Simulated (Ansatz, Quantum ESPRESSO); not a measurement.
# AlN(11-20): the 4πα/A, ions held at a withheld member of a series

**Set-up.** Quantum ESPRESSO 7.5, PBE, GBRV ultrasoft. Free-standing symmetric slabs with 16 Å of vacuum in the starting cell; all atoms relax without a field to tight forces. A sawtooth field of 0.1 V/Å with dipole correction is then applied with the ions held (f1) and with the ions free (r1). Fixed occupations. The slabs take the lattice constants of the bulk relaxed by the same program. The series steps the number of layers.

```
number of layers  4πα/A, ions held (Å)
        3 layers                 4.722
        4 layers                 5.847
        5 layers                 7.088
        7 layers                 9.520
```

**Question.** What is the 4πα/A, ions held at 6 layers?

By hand: The rows at 5 layers and 7 layers give a slope of (9.520 − (7.088))/(7 − (5)) = 1.216, so a straight line gives 8.304 Å. A parabola through these and the row at 4 layers gives 8.312 Å.

What the calculation gave: 8.304 Å. The line misses by 0.000 and the parabola by +0.008 Å. Both misses are under 5 % of the step from the nearer row.

**Limits.** Surface layers answer otherwise than the interior, so permittivities come from the slope against thickness; semilocal gaps overscreen; 1×1 cells forbid distortions that need a larger cell.

[Logs are printed without paths, hosts, clocks, repeated set-up lines and the standing remarks that a program may print on its own settings, such as how far it seeks lower states.]
